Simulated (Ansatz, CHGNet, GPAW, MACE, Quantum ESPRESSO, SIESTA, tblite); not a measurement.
**Running random packing of 71HfO2-29Hf3N4 (mol %) (71 atoms) with GPAW**

Wanted: GPAW inputs and outputs for random packing of 71HfO2-29Hf3N4 (mol %) (71 atoms), checked against a plane-wave reference.

Method: the method is named at each step, in GPAW 26.7.0.

## (1) Starting point

The cell holds 71 atoms: 27 Hf, 24 O and 20 N. Cell: a = 9.912 Å, b = 9.912 Å, c = 9.912 Å, α = 90.0°, β = 90.0°, γ = 90.0°. 71 atoms (27 Hf, 24 O, 20 N) packed at random in a cube at 9.35 g/cm³ and pushed apart as soft spheres, cations and anions kept from their own kind; a start for melting by ab initio MD, not an equilibrated structure. Then every atom was moved at random, 0.02 Å r.m.s. a Cartesian component.

The yardstick, on the same geometry:

```
method                 : Kohn-Sham DFT, PBE, PAW, plane waves (Ansatz 0.2.0); cutoff 420 eV, Γ point, fermi-dirac smearing of 0.05 eV; PAW set soft_2
r.m.s. force component : 2.336 eV/Å
longest force          : 8.89 eV/Å
pressure               : -12.6 GPa
SCF cycles             : 12
time                   : 30 s on 4 threads of Arm Neoverse V1, shared host
CPU time               : 1.9 min
```

## (2) PBE, plane waves 600 eV

Method: Kohn-Sham DFT, PBE, PAW, plane waves.

Input file run.py:

```python
import numpy as np
from ase.io import read
from gpaw import GPAW, FermiDirac, PW
from ase.parallel import parprint as print

atoms = read("structure.xyz")
atoms.calc = GPAW(
    mode=PW(600),
    xc="PBE",
    kpts={"size": (1, 1, 1), "gamma": True},
    occupations=FermiDirac(0.05),
    maxiter=200,
    symmetry={"point_group": False},
    nbands=553,
    txt="gpaw.txt",
)
energy = atoms.get_potential_energy(force_consistent=True)
forces = atoms.get_forces()
print(f"energy {energy:.6f} eV")
print("forces (eV/A)")
for i, (a, f) in enumerate(zip(atoms, forces)):
    print(f"{i:4d} {a.symbol:2s} {f[0]:10.5f} {f[1]:10.5f} {f[2]:10.5f}")
stress = -atoms.get_stress(voigt=False) * 160.21766
print("stress (GPa, compression positive)")
for row in stress:
    print(" ".join(f"{x:10.4f}" for x in row))
print(f"Fermi level {atoms.calc.get_fermi_level():.4f} eV")
for k in range(len(atoms.calc.get_ibz_k_points())):
    for s in range(atoms.calc.get_number_of_spins()):
        e = atoms.calc.get_eigenvalues(kpt=k, spin=s)
        n = np.searchsorted(e, atoms.calc.get_fermi_level())
        print(f"k {k} spin {s} levels about the Fermi level:", np.round(e[max(n - 6, 0):n], 4).tolist(), "|", np.round(e[n:n + 6], 4).tolist())
```

Input file structure.xyz:

```xyz
71
Lattice="9.91160 0.00000 0.00000 0.00000 9.91160 0.00000 0.00000 0.00000 9.91160" Properties=species:S:1:pos:R:3 pbc="T T T"
Hf 3.99576 2.82183 3.09965
Hf 3.18212 9.66579 0.80859
Hf 3.35458 0.40717 7.24151
Hf 5.77341 6.36929 7.15211
Hf 8.14159 7.65582 1.05182
Hf 3.27341 5.64951 7.75424
Hf 8.81131 7.18591 6.81958
Hf 9.00419 2.88319 3.28342
Hf 4.93072 0.04183 4.86679
Hf 7.55155 2.44579 6.46127
Hf 9.16734 9.83092 7.32913
Hf 5.04659 5.75398 2.50754
Hf 3.42168 7.60963 3.55747
Hf 6.51797 3.52328 2.55115
Hf 1.27612 1.39496 8.55579
Hf 2.71865 2.40911 0.76636
Hf 6.06778 8.87663 9.81288
Hf 5.40093 0.33927 2.22595
Hf 2.88467 2.34816 5.45247
Hf 2.35579 7.41645 9.53625
Hf 5.92327 3.24645 8.43884
Hf 3.10937 7.87506 6.26383
Hf 8.30880 3.41861 0.53770
Hf 7.89300 4.83428 7.70587
Hf 0.35028 5.99949 0.76904
Hf 9.21828 0.26286 3.26448
Hf 0.95915 8.20244 4.30946
O 7.83343 1.11833 1.39922
O 0.91831 3.40424 4.77739
O 8.62735 9.65737 9.74697
O 8.33298 5.39568 1.99729
O 4.16674 5.51828 5.42769
O 8.57710 8.67721 4.95045
O 7.23646 0.58637 5.00952
O 1.94347 6.17780 4.96809
O 0.74248 3.66709 0.76012
O 6.06808 2.49019 4.61306
O 8.13217 4.89296 4.23493
O 3.70733 2.41427 8.50584
O 6.53997 6.39586 4.24157
O 9.76233 3.01293 7.10592
O 5.49182 1.38782 6.91641
O 1.88073 0.11716 5.45881
O 4.27824 3.75075 6.77884
O 1.57644 7.44510 2.17114
O 6.57208 1.25659 9.52049
O 0.89769 9.45150 0.20220
O 1.12001 6.66862 7.53044
O 3.28411 0.06056 3.18916
O 6.96617 6.81819 9.11956
O 9.55637 7.52687 9.01272
N 0.53850 5.03133 2.96595
N 5.08534 2.37908 1.00454
N 8.67295 1.80778 8.73440
N 1.10197 1.55057 2.29414
N 6.38049 4.84301 0.21984
[... 11 atom lines left out ...]
N 0.19902 4.72268 8.63935
N 9.89257 5.28952 5.70730
N 9.45309 1.39516 5.43631
N 6.87042 8.79367 3.46529
```

Command:

```bash
> OMP_NUM_THREADS=1 mpirun -np 2 gpaw python run.py > output.txt
```

Output:

```text
energy -477.626708 eV
forces (eV/A)
   0 Hf   -0.21855    2.22115    0.84235
   1 Hf   -3.76663   -2.04419    1.45981
   2 Hf    3.22451    0.03680    3.37775
   3 Hf    0.95884    2.90843   -2.31440
   4 Hf    0.74733    0.12515    0.51343
   5 Hf   -3.51701   -7.73196   -1.27634
   6 Hf    1.87688   -0.94628   -1.29474
   7 Hf    6.19935    4.61620    4.46156
   8 Hf    4.55442    0.86052    2.35542
   9 Hf    1.01595   -4.98593   -5.86974
  10 Hf   -1.73588    1.60267    0.71059
  11 Hf   -0.21462    2.06656   -0.53655
  12 Hf    0.26126   -2.94168   -4.27897
  13 Hf   -0.82986    0.15696    1.26719
  14 Hf   -3.01682    2.26733    1.19853
  15 Hf   -1.30446    4.94470   -0.71042
  16 Hf   -0.57642    1.04832   -5.73496
  17 Hf    4.10589   -0.57958   -0.88550
  18 Hf   -5.09773    4.07993    2.56299
  19 Hf   -0.15298    3.45917   -0.48436
  20 Hf   -7.50169   -3.08474    3.87386
  21 Hf   -0.70281   -1.63028    1.36818
  22 Hf    2.52274   -1.08476   -3.45668
  23 Hf    5.72207    0.74560    1.67716
[...]
63 N     1.57383    2.68044   -1.68103
  64 N     2.17877   -0.47455   -1.54118
  65 N    -1.71868   -0.54939    1.97035
  66 N    -0.57005    2.17454    0.77441
  67 N    -2.38590    1.24950    1.45535
  68 N    -2.31177    1.99192    0.85450
  69 N    -2.04592    0.48052   -0.77604
  70 N    -2.14002    1.61440   -2.23577
stress (GPa, compression positive)
  -17.6295    -3.0706    -5.2713
   -3.0706   -13.7789     1.2590
   -5.2713     1.2590   -20.8786
Fermi level 7.6409 eV
k 0 spin 0 levels about the Fermi level: [7.4009, 7.4186, 7.4619, 7.5559, 7.5776, 7.6111] | [7.6591, 7.7212, 7.7553, 7.7823, 7.8154, 7.8361]
```

gpaw.txt:

```text
Input parameters:
  mode=PW(ecut=600.0),
  kpts=MonkhorstPack(size=(1, 1, 1), gamma=True),
  maxiter=200,
  nbands=553,
  occupations=Occupations(name='fermi-dirac', width=0.05, fixmagmom=False),
  symmetry=Symmetry(point_group=False),
  xc=XC(name='PBE')
Diagonalizing LCAO Hamiltonian
Converting LCAO to pw mode
       .--------------------O--.
      /|             Hf        |
     / |   Hf                  |
    /  |  N     NN    ON     Of|
   /   |                       |
  / N  |O   Hf     Hf      Hf  |
 *     |   O Hf  HO   NNf      |
 |   Hf|N                  O   |
 |     |HO    O    N   N  O N  |
 |     | Hf   HO     Hf        |
 |   O | Hf             O  N   |
 |   NO| O N   HfOf      N     |
 |     .-O---Hf----O----OHf----.
 |   Hf     Hf     Hf         /
 |   N   O N           Hf    /
 |  /O        Hf   N   Hf   /
 | /     Hf          O     /
 |/                       /
 *-----------------------*
Unit cell  # Å
[... lines left out ...]
  Converge bands: occupied
[... lines left out ...]
density mixing:
  MSR1-Mixer
occupation numbers:
  Fermi-Dirac:
    width: 0.0500  # eV
poisson solver:
  ecut: 4800.0  # eV
xc functional:
  name: PBE with 2 nearest neighbor stencil
Initialization done in: 37.971 s
convergence criteria:
- Maximum [total energy] change in last 3 cyles: 0.0005 eV / valence electron
- Maximum integral of absolute [dens]ity change: 0.0001 electrons / valence electron
- Maximum integral of absolute [eigenst]ate change: 4e-08 eV^2 / valence electron
maximum number of iterations: 200
SCF iterations
|iter     |      energy | eigst |  dens |
|---------|-------------|-------|-------|
|iter:   1| -533.373003 | +0.19 |       |
|iter:   2| -504.605080 | -0.95 | -0.82 |
|iter:   3| -502.519797 | -1.21 | -0.98 |
|iter:   4| -480.889281 | -1.91 | -1.06 |
[...]
|iter:  10| -477.609241 | -3.09 | -1.75 |
|iter:  11| -477.458127 | -3.57 | -1.98 |
|iter:  12| -477.495542c| -3.88 | -2.19 |
|iter:  13| -477.491452c| -3.91 | -2.22 |
|iter:  14| -477.461763c| -4.08 | -2.32 |
[...]
|iter:  25| -477.431442c| -7.14 | -3.76 |
|iter:  26| -477.431439c| -7.24 | -3.87 |
|iter:  27| -477.431445c| -7.55c| -3.98 |
|iter:  28| -477.431454c| -7.44c| -4.09c|
Converged in 28 steps
SCF loop duration: 436.731 s (15.598 s/step)
Energy contributions relative to reference atoms: (reference = -11145539.997746)
Energy contributions:
  Kinetic:         117.398684
  Coulomb:        -181.840027
  Zero:             -7.379113
  External:          0.000000
  Xc:             -405.415743
  Entropy:          -0.390509
  Spinorbit:         0.000000
  ----------------------------
  Free energy:    -477.626708
  Extrapolated:   -477.431454
dipole moment: (44.910833, -55.058854, 11.364340)  # |e|*Ang
Fermi level: 7.641
Eigenvalues  # (at kpt = [0.000, 0.000, 0.000])
| band index |      eig [eV] | occ [0-2] |
|------------|---------------|-----------|
|          0 |       -55.116 |     2.000 |
|        ... |               |           |
|        276 |         7.354 |     1.994 |
|        277 |         7.384 |     1.988 |
[...]
|        ... |               |           |
[...]
Gap: 0.048 eV
Transition (v -> c):
  (s=0, k=0, n=283, [0.00, 0.00, 0.00]) -> (s=0, k=0, n=284, [0.00, 0.00, 0.00])
No difference between direct/indirect transitions
Force computation time: 4.963  # s
Stress tensor  # eV/Ang^3
|        x |         y |         z |
|----------|-----------|-----------|
[...]
| 0.019165 |  0.086001 | -0.007858 |
| 0.032901 | -0.007858 |  0.130314 |
Stress computation time: 27.549  # s
```

Wall time 8.5 min (2 MPI ranks of Arm Neoverse V1, shared host); peak memory 1.8 GiB; 17 min of CPU time.

Banners, paths, timers and routine set-up lines are dropped from the logs unmarked, and long logs keep their key lines alone; longer cuts are marked.

Against the reference:

| Quantity | Value |
| --- | --- |
| r.m.s. force component | 2.347 eV/Å |
| r.m.s. difference of force components | 22 meV/Å |
| longest difference of force vectors | 119.5 meV/Å |
| force difference over r.m.s. force | 0.9419 % |
| slope of forces against the reference's | 1.005 |
| correlation of force components | 1 |
| pressure | -17.43 GPa |
| pressure difference | -4.832 GPa |

This run lies far from the reference in pressure at the same functional. Basis and potentials both differ; the latter hold 568 valence electrons against the reference's 946.

Length of the force difference by element (eV/Å):

```
element  atoms   mean   most
     Hf     27  0.048   0.12
      N     20  0.025  0.056
      O     24  0.020  0.040
```

The surroundings of Hf21, which bears the longest force, nearest first, numbered as they follow in the input and with coordinates relative to it.

```
atom      x      y      z  distance (Å)  bonds     Fx     Fy  Fz (eV/Å)
Hf21   0.00   0.00   0.00          0.00      6  -7.50  -3.08       3.87
 O46   0.65  -1.99   1.08          2.36      2  -1.59   0.75      -1.39
 O39  -2.22  -0.83   0.07          2.37      4  -1.30  -2.14       1.98
 N56   0.46   1.60   1.69          2.37      5   1.51  -4.53       0.01
 O44  -1.65   0.50  -1.66          2.39      3   0.35   0.49       1.08
 O42  -0.43  -1.86  -1.52          2.44      4   0.12  -0.13      -0.36
Hf24   1.97   1.59  -0.73          2.63      6   5.72   0.75       1.68
Hf10   1.63  -0.80  -1.98          2.68      7   1.02  -4.99      -5.87
 N53  -0.84  -0.87   2.48          2.76      5  -1.50  -0.29       3.74
```

Atoms are counted from 1 here, from 0 in the log.

Forces lie 0.94 % from the reference's, at 8.8 times its CPU time (on 2 against 4 cores).

Further runs of this program without a result: GPAW PBE, LCAO dzp, h 0.18 Å (cut off at its time limit); GPAW PBE, LCAO sz(dzp), h 0.18 Å (cut off at its time limit); GPAW PBE, LCAO dzp, h 0.22 Å (cut off at its time limit).

## (3) What came out

```yaml
force_difference_from_the_reference: GPAW PBE, plane waves 600 eV, 0.94 %
its_cpu_time: 17 min
```

PBE on plane waves or a grid with other potentials, cutoffs or grids differs from the reference by 0.94 % (GPAW PBE, plane waves 600 eV) of the r.m.s. force; this holds the reference's own error, so differences of a few per cent don't tell which side is nearer the exact PBE result. In pressure, GPAW PBE, plane waves 600 eV misses by -4.8 GPa, at the same functional. The potentials hold different valence shells: 946 electrons in the reference, 568 in GPAW; this bears on time and differences. The reference's stress is far from hydrostatic: its diagonal is -12.8, -9.0, -16.0 GPa, compression counted positive. The reference's pressure of -13 GPa belongs to a cell and atoms that aren't relaxed at this level. The electronic-structure runs sample only Γ, in a cell whose shortest periodic width is 10 Å, which is coarse for a cell with partly filled levels. Spin–orbit coupling is left out, which matters for the levels of the heavy elements.

[Also dropped from logs without a mark: logging warnings of Python, and SIESTA's first energy breakdown and zero terms.]

[Logs are printed without paths, hosts, clocks, repeated set-up lines and the standing remarks that a program may print on its own settings, such as how far it seeks lower states.]

[Hosts, paths, dates, database ids (printed as entryN), source tags and the programs' standing remarks are cut or masked in the printed files.]
